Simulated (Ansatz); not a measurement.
# (InP)3(MgS)1 [001] superlattice, started as zinc blende: phonons and vibrational spectra, part 2 of 2

How does (InP)3(MgS)1 [001] superlattice, started as zinc blende vibrate, and is this structure a minimum?

Ansatz 0.2.0; DFT PBEsol, scalar-relativistic, plane waves, PAW.

So far. Step 4 (Relaxing to small forces for the phonons): The largest force component left is 0.55 meV/Å and the pressure is 0.001 GPa, within the tolerances set. The cell now holds 24.98 Å³/atom. The relaxed cell has a, b, c = 4.147, 4.177, 11.536 Å (conventional setting).

The structure was built from a prototype and need not be the compound's stable phase.

**5. Zone-centre response**

The zone centre is the only wavevector solved here; it holds the modes that light can see, as far as symmetry allows. The response to a homogeneous field gives the Born charges and the dielectric tensor, and its change with displacement the Raman tensors.

Contents of input.yaml:

```yaml
crystal:
  lattice:
    - [2.9324812447, 2.9324812447, 0.0]
    - [-2.9535727125, 2.9535727125, 0.0]
    - [0.0, 0.0, 11.5360332653]
  atoms:
    - { symbol: In, position: [0.0, 0.0, -0.0011912094] }
    - { symbol: In, position: [0.5, 0.5, 0.2522109086] }
    - { symbol: In, position: [0.0, 0.0, 0.50699994] }
    - { symbol: Mg, position: [0.5, 0.5, 0.7432499495] }
    - { symbol: P, position: [0.5, 0.0, 0.1212423225] }
    - { symbol: P, position: [0.0, 0.5, 0.375577336] }
    - { symbol: P, position: [0.5, 0.0, 0.6306271349] }
    - { symbol: S, position: [0.0, 0.5, 0.871283618] }
kpoints:
  mp_grid: { grid: [8, 8, 4] }
hamiltonian:
  xc: pbesol
scf:
  occupations: { method: fixed }
output:
  eigenvalues: true
phonons:
  method: dfpt
  dielectric: true
  rigid_motions: translations
  raman: true
```

The run is started by

```console
> ansatz run input.yaml --threads 8 --pin off --max-ram 14336MiB --backend cpu --events-out ev --progress --plain --runs-dir out
```

Numbers of over 12 decimals in the logs are rounded to 6 here.

The log of the run:

```text
Engine: ansatz 0.2.0, x86_64-unknown-linux-gnu
Pseudopotentials: kind: paw
Pseudopotential: In, paw, valence charge 13, recommended cutoff 420 eV (normal), In.paw.azcp
Pseudopotential: Mg, paw, valence charge 10, recommended cutoff 420 eV (normal), Mg.paw.azcp
Pseudopotential: P, paw, valence charge 5, recommended cutoff 420 eV (normal), P.paw.azcp
Pseudopotential: S, paw, valence charge 6, recommended cutoff 420 eV (normal), S.paw.azcp
Functional definition: PBEsol
  exchange = pbesol_x
  correlation = pbesol_c
Crystal: 8 atoms, lattice volume = 199.834 Å³
Basis set: ecut = 420 eV, 3895 PW (Γ), exchange–correlation on 60×60×160 points (8 copies of the dense FFT grid, shifted against one another)
Bands: 43, of which v1, the nominal top of the filled ones, is band 35 counted from 1 (34 counted from 0)
Symmetry: 4 space group operations
k-points: 132 of 256 (irreducible under 1 space group operation, time reversal used)
Non-local potential: In, projectors of the file, l = 0: 2, l = 1: 2, l = 2: 2, l = 3: 2
Non-local potential: Mg, projectors of the file, l = 0: 3, l = 1: 2, l = 2: 1
Non-local potential: P, projectors of the file, l = 0: 2, l = 1: 2, l = 2: 2
Non-local potential: S, projectors of the file, l = 0: 2, l = 1: 2, l = 2: 2
PAW form: soft (Blöchl's): semilocal exchange-correlation on the pseudo side does not see the compensation charge
PAW frozen core: In, regenerated for the run's functional, and the local potential with it (the file was generated under x = pbe(κ = 0.804, μ = 0.219515), c = pbe(β = 0.066725))
PAW frozen core: Mg, regenerated for the run's functional, and the local potential with it (the file was generated under x = pbe(κ = 0.804, μ = 0.219515), c = pbe(β = 0.066725))
PAW frozen core: P, regenerated for the run's functional, and the local potential with it (the file was generated under x = pbe(κ = 0.804, μ = 0.219515), c = pbe(β = 0.066725))
PAW frozen core: S, regenerated for the run's functional, and the local potential with it (the file was generated under x = pbe(κ = 0.804, μ = 0.219515), c = pbe(β = 0.066725))
PAW one-centre angular grid: In, 590 points (default); XC on 64 Gauss nodes
PAW one-centre angular grid: Mg, 110 points (default); XC on 64 Gauss nodes
PAW one-centre angular grid: P, 110 points (default); XC on 64 Gauss nodes
PAW one-centre angular grid: S, 110 points (default); XC on 64 Gauss nodes
Initial density: superposition of atomic densities (neutral atoms: chi_scale 0, normalization atom), corrected by the library's trained network
Initial wavefunctions: pseudopotential atomic-orbital guess
Functional: x = pbesol(κ = 0.804, μ = 0.123457), c = pbesol(β = 0.046)
SCF iter   1: F=—  HF=-21596.576023 eV  |F-HF|=—  |Δ(HF+E_count)|=         —  Δρ=4.96e-3  dr2=8.53e-2  ethr=1.77e-3  ⟨swp⟩=5.7  Hψ=21168  notcnv=0  defer=745
preconditioner: auto → Resta (q_TF=auto, 2.291 Å⁻¹)  ε∞=3.6  [insulator: Δε(μ)=0.379 eV  Ē_g=12.749 eV  n_scr=48 (ndim 8)  ℏωp=20.7 eV  f_vac=0.018  ε∞_Penn≈3.6]
SCF iter   2: F=—  HF=-21596.552766 eV  |F-HF|=—  |Δ(HF+E_count)|=   2.33e-2  Δρ=2.00e-3  dr2=1.32e-2  ethr=1.22e-4  ⟨swp⟩=2.8  Hψ=8350  notcnv=0  defer=792
SCF iter   3: F=—  HF=-21596.549750 eV  |F-HF|=—  |Δ(HF+E_count)|=   3.02e-3  Δρ=5.32e-4  dr2=1.50e-3  ethr=1.88e-5  ⟨swp⟩=3.4  Hψ=9608  notcnv=0  defer=792
SCF iter   4: F=—  HF=-21596.549769 eV  |F-HF|=—  |Δ(HF+E_count)|=   1.91e-5  Δρ=2.63e-4  dr2=2.58e-4  ethr=2.14e-6  ⟨swp⟩=2.4  Hψ=6653  notcnv=0  defer=792
SCF iter   5: F=—  HF=-21596.549880 eV  |F-HF|=—  |Δ(HF+E_count)|=   1.11e-4  Δρ=7.06e-5  dr2=1.77e-5  ethr=3.68e-7  ⟨swp⟩=2.0  Hψ=7384  notcnv=0  defer=789
SCF iter   6: F=—  HF=-21596.549886 eV  |F-HF|=—  |Δ(HF+E_count)|=   5.76e-6  Δρ=2.12e-5  dr2=1.27e-6  ethr=2.52e-8  ⟨swp⟩=2.2  Hψ=9466  notcnv=0  defer=786
SCF iter   7: F=—  HF=-21596.549886 eV  |F-HF|=—  |Δ(HF+E_count)|=   8.20e-8  Δρ=5.05e-6  dr2=6.59e-8  ethr=1.81e-9  ⟨swp⟩=2.2  Hψ=9763  notcnv=0  defer=777
SCF iter   8: F=—  HF=-21596.549886 eV  |F-HF|=—  |Δ(HF+E_count)|=   7.14e-8  Δρ=1.58e-6  dr2=1.28e-8  ethr=9.41e-11  ⟨swp⟩=2.9  Hψ=9891  notcnv=0  defer=775
SCF iter   9: F=—  HF=-21596.549886 eV  |F-HF|=—  |Δ(HF+E_count)|=   1.17e-9  Δρ=5.08e-7  dr2=9.33e-10  ethr=1.83e-11  ⟨swp⟩=2.6  Hψ=7501  notcnv=0  defer=773
SCF iter  10: F=-21596.549886 eV  HF=-21596.549886 eV  |F-HF|=1.46e-11  |Δ(HF+E_count)|=  3.82e-10  Δρ=1.54e-7  dr2=7.76e-11  ethr=1.00e-12  ⟨swp⟩=19.2  Hψ=44650  notcnv=0
SCF 1 converged in 10 iterations: F = -21596.549886 eV  dr2 = 7.76e-11
[...]
DFPT response loops at Γ: preconditioner auto → Resta (q_TF=auto, 2.291 Å⁻¹)  ε∞=11.9 (no band partly filled); β = 1.00, the filter's whole step (`scf.mixing.beta` (0.50) is not read by the response loops at its default; to damp them type it under 1.00, their step now; it binds the ground state too); Broyden in place of MSR1
── the response to a field inside a basis, on 20×20×8 k-points: an SCF that follows is theirs, and a resumed run solves both again ──
Bands: 36, of which v1, the nominal top of the filled ones, is band 35 counted from 1 (34 counted from 0)
k-points: 400
[...]
Eigensolver: Dense (400 Hₖ)
[...]
SCF 1 converged in 8 iterations: F = -21596.392893 eV  dr2 = 1.36e-11
DFPT response loops at Γ: preconditioner auto → Resta (q_TF=auto, 2.291 Å⁻¹)  ε∞=11.6 (no band partly filled); β = 1.00, the filter's whole step (`scf.mixing.beta` (0.50) is not read by the response loops at its default; to damp them type it under 1.00, their step now; it binds the ground state too); Broyden in place of MSR1
DFPT response loops at Γ: mixed as the last ones told, above
```

Run time: 32 min. Hardware: 8 threads of Intel Xeon Platinum 8488C (Sapphire Rapids), shared host; peak memory 7.1 GiB.

The run was cut off at the time limit after its SCF cycle had converged; no result of it is taken.

The program's message: “Warning: RAYON”

**6. Linear response at the zone centre**

The zone centre is the only wavevector solved here; it holds the modes that light can see, as far as symmetry allows. No field response is asked.

input.yaml: that of step 5 with these lines changed.

```diff
@@ -24,4 +24 @@
   method: dfpt
-  dielectric: true
-  rigid_motions: translations
-  raman: true
```

The log of the run:

```text
zone centre: on kpoints.mp_grid the ground state, and the responses unless they are solved on pairs of k-points, stand on 102 of the mesh's 256 k-points, reduced under 2 symmetry operations, with k and −k counted as one. Each operation leaves every solved displacement unchanged or reverses it
[...]
Crystal: 8 atoms, lattice volume = 199.834 Å³
[...]
ASR residual: 1.689e-4 → 0.000e0 eV/Å²; symmetrization residual: 1.048e-5 eV/Å²
  ASR residual per site (eV/Å²): 2.08e-5 2.49e-5 4.65e-5 1.69e-4 2.52e-5 3.32e-5 9.12e-5 6.33e-5
  Γ frequencies (cm⁻¹): 0.00 0.00 0.00 52.83 55.09 57.98 65.12 83.11 86.15 105.46 136.55 221.33 245.77 268.55 277.90 284.36 290.08 302.78 308.67 322.39 328.71 335.18 344.45 402.62
  non-analytic LO–TO correction: not included (Born effective charges unavailable; polar crystals: no LO–TO splitting at Γ)
[key lines of the parts left out:]
SCF converged after 10 iterations
Free energy (F): -21596.549886 eV
Fermi energy:    6.250730 eV
```

Elapsed: 5.2 min, on 8 threads; peak memory 3.3 GiB.

Numbers from this step:

```
sum-rule residual before enforcement                    : 1.69e-4 eV/Å²
point group                                             : mm2
highest optical mode at the zone centre (no LO-TO term) : 402.6 cm⁻¹
lowest optical zone-centre mode                         : 52.83 cm⁻¹
```

Without the LO-TO term. Patterns of degenerate modes are one choice out of their space. The modes at Γ (shares of kinetic energy by element, %):

| mode | frequency (cm⁻¹) | symmetry | In % | Mg % | P % | S % |
| --- | --- | --- | --- | --- | --- | --- |
| 1 | 0.0 | acoustic | 70 | 5 | 19 | 6 |
| 2 | 0.0 | acoustic | 70 | 5 | 19 | 6 |
| 3 | 0.0 | acoustic | 70 | 5 | 19 | 6 |
| 4 | 52.8 | B2 | 86 | 0 | 11 | 4 |
| 5 | 55.1 | B1 | 82 | 0 | 17 | 1 |
| 6 | 58.0 | B2 | 86 | 1 | 8 | 5 |
| 7 | 65.1 | B1 | 83 | 1 | 15 | 1 |
| 8 | 83.1 | B1 | 12 | 44 | 2 | 41 |
| 9 | 86.2 | B2 | 13 | 39 | 48 | 0 |
| 10 | 105.5 | A1 | 82 | 0 | 13 | 5 |
| 11 | 136.6 | A1 | 75 | 7 | 10 | 8 |
| 12 | 221.3 | A1 | 37 | 32 | 13 | 19 |
| 13 | 245.8 | B2 | 17 | 0 | 10 | 73 |
| 14 | 268.6 | B1 | 0 | 49 | 0 | 50 |
| 15 | 277.9 | B2 | 16 | 0 | 81 | 3 |
| 16 | 284.4 | A1 | 9 | 16 | 23 | 52 |
| 17 | 290.1 | B2 | 13 | 0 | 79 | 8 |
| 18 | 302.8 | A1 | 13 | 3 | 80 | 5 |
| 19 | 308.7 | B1 | 19 | 0 | 81 | 0 |
| 20 | 322.4 | A1 | 11 | 0 | 86 | 3 |
| 21 | 328.7 | B1 | 17 | 0 | 83 | 0 |
| 22 | 335.2 | B1 | 16 | 0 | 84 | 0 |
| 23 | 344.4 | A1 | 4 | 36 | 57 | 3 |
| 24 | 402.6 | B2 | 0 | 55 | 45 | 0 |

Displacements in mode 4 (52.8 cm⁻¹), the largest set to 1:
```
In1  0.62 -0.62  0.00
In2  0.37 -0.37  0.00
In3 -1.00  1.00  0.00
Mg4 -0.01  0.01  0.00
P5   0.36 -0.36  0.00
P6  -0.76  0.76  0.00
P7  -0.06  0.06  0.00
S8   0.48 -0.48  0.00
```

Displacements in mode 11 (136.6 cm⁻¹), the largest set to 1:
```
In1  0.00  0.00 -0.36
In2  0.00  0.00  1.00
In3  0.00  0.00 -0.32
Mg4  0.00  0.00 -0.74
P5   0.00  0.00  0.29
P6   0.00  0.00  0.44
P7   0.00  0.00 -0.60
S8   0.00  0.00 -0.68
```

Before it was imposed, the acoustic sum rule was missed by 1.7e-4 eV/Å². Small misses are needed for a sound result but don't prove that mesh and cutoff are converged. The lowest optical mode is real, 52.8 cm⁻¹.

**7. Isotope substitution, element In, natural mass 114.818 amu**

An isotope changes the mass and not the force constants, so no new electronic calculation is needed; the shifts show which modes move this element.

The same force constants with the mass of In changed from 114.818 to 112.904 u (phonopy, no LO-TO term). Both lists are sorted by frequency; levels can cross, so a row need not hold one and the same mode. Modes under 3 cm⁻¹ are left out. Isotope shifts, by row:

| q | rank | natural mass (cm⁻¹) | changed mass (cm⁻¹) |
| --- | --- | --- | --- |
| 0 0 0 | 4 | 52.83 | 53.21 |
| 0 0 0 | 5 | 55.09 | 55.47 |
| 0 0 0 | 6 | 57.98 | 58.4 |
| 0 0 0 | 7 | 65.12 | 65.58 |
| 0 0 0 | 8 | 83.11 | 83.2 |
| 0 0 0 | 9 | 86.15 | 86.24 |
| 0 0 0 | 10 | 105.5 | 106.2 |
| 0 0 0 | 11 | 136.6 | 137.4 |
| 0 0 0 | 12 | 221.3 | 222 |
| 0 0 0 | 13 | 245.8 | 246.1 |
| 0 0 0 | 14 | 268.6 | 268.6 |
| 0 0 0 | 15 | 277.9 | 278.3 |
| 0 0 0 | 16 | 284.4 | 284.6 |
| 0 0 0 | 17 | 290.1 | 290.4 |
| 0 0 0 | 18 | 302.8 | 303.1 |
| 0 0 0 | 19 | 308.7 | 309.2 |
| 0 0 0 | 20 | 322.4 | 322.7 |
| 0 0 0 | 21 | 328.7 | 329.2 |
| 0 0 0 | 22 | 335.2 | 335.6 |
| 0 0 0 | 23 | 344.4 | 344.6 |
| 0 0 0 | 24 | 402.6 | 402.6 |

A mode of this element alone would shift by +0.84 %. The highest zone-centre frequency without the field goes from 402.6 to 402.6 cm⁻¹ (+0.0 %). The product of the frequency ratios over all optical modes at Γ is 1.060; the product rule, (m/m′)^(3k/2) (M′/M)^(3/2) with k = 3 such atoms and M the mass of the cell, gives 1.060.

**8. Another isotope, element Mg, natural mass 24.305 amu**

The same for Mg, from 24.30 to 25.98 u.

The same force constants with the mass of Mg changed from 24.305 to 25.983 u (phonopy, no LO-TO term). Both lists are sorted by frequency; levels can cross, so a row need not hold one and the same mode. Modes under 3 cm⁻¹ are left out. Isotope shifts, by row:

| q | rank | natural mass (cm⁻¹) | changed mass (cm⁻¹) |
| --- | --- | --- | --- |
| 0 0 0 | 4 | 52.83 | 52.83 |
| 0 0 0 | 5 | 55.09 | 55.08 |
| 0 0 0 | 6 | 57.98 | 57.97 |
| 0 0 0 | 7 | 65.12 | 65.1 |
| 0 0 0 | 8 | 83.11 | 81.87 |
| 0 0 0 | 9 | 86.15 | 85.01 |
| 0 0 0 | 10 | 105.5 | 105.4 |
| 0 0 0 | 11 | 136.6 | 136.2 |
| 0 0 0 | 12 | 221.3 | 218.9 |
| 0 0 0 | 13 | 245.8 | 245.8 |
| 0 0 0 | 14 | 268.6 | 264.2 |
| 0 0 0 | 15 | 277.9 | 277.9 |
| 0 0 0 | 16 | 284.4 | 282.8 |
| 0 0 0 | 17 | 290.1 | 290.1 |
| 0 0 0 | 18 | 302.8 | 302.4 |
| 0 0 0 | 19 | 308.7 | 308.7 |
| 0 0 0 | 20 | 322.4 | 322.4 |
| 0 0 0 | 21 | 328.7 | 328.7 |
| 0 0 0 | 22 | 335.2 | 335.2 |
| 0 0 0 | 23 | 344.4 | 340.6 |
| 0 0 0 | 24 | 402.6 | 395.4 |

A mode of this element alone would shift by -3.28 %. The highest zone-centre frequency without the field goes from 402.6 to 395.4 cm⁻¹ (-1.8 %). The product of the frequency ratios over all optical modes at Γ is 0.909; the product rule, (m/m′)^(3k/2) (M′/M)^(3/2) with k = 1 such atoms and M the mass of the cell, gives 0.909.

**9. Isotope substitution, element S, natural mass 32.06 amu**

The same for S, from 32.06 to 33.97 u.

A mode of this element alone would shift by -2.85 %. The highest zone-centre frequency without the field goes from 402.6 to 402.6 cm⁻¹ (-0.0 %). The product of the frequency ratios over all optical modes at Γ is 0.922; the product rule, (m/m′)^(3k/2) (M′/M)^(3/2) with k = 1 such atoms and M the mass of the cell, gives 0.922.

**10. Results**

```yaml
space_group_after_relaxation_within_0p01_a: Pmm2
volume_per_atom: 25.0 Å³
gap_on_the_k_mesh: 0.421 eV
highest_optical_mode_at_the_zone_centre_no_lo_to_term: 403 cm⁻¹
lowest_optical_zone_centre_mode: 52.8 cm⁻¹
imaginary_modes_at_gamma_the_only_wavevector_solved: none
```

What this shows: The structure is stable against zone-centre distortions, since no mode there is imaginary; other wavevectors were not solved, so zone-boundary instabilities are untested. Without the field, the optical modes at Γ span 53 to 403 cm⁻¹. No dispersion was computed. The starting cell was built on a prototype and not taken from a measurement, so the phase need not exist. These are harmonic frequencies at zero temperature: anharmonic shifts, linewidths and thermal expansion are left out.

[Logs are printed without paths, hosts, clocks, repeated set-up lines and the standing remarks that a program may print on its own settings, such as how far it seeks lower states.]

[Hosts, paths, dates, database ids (printed as entryN), source tags and the programs' standing remarks are cut or masked in the printed files.]
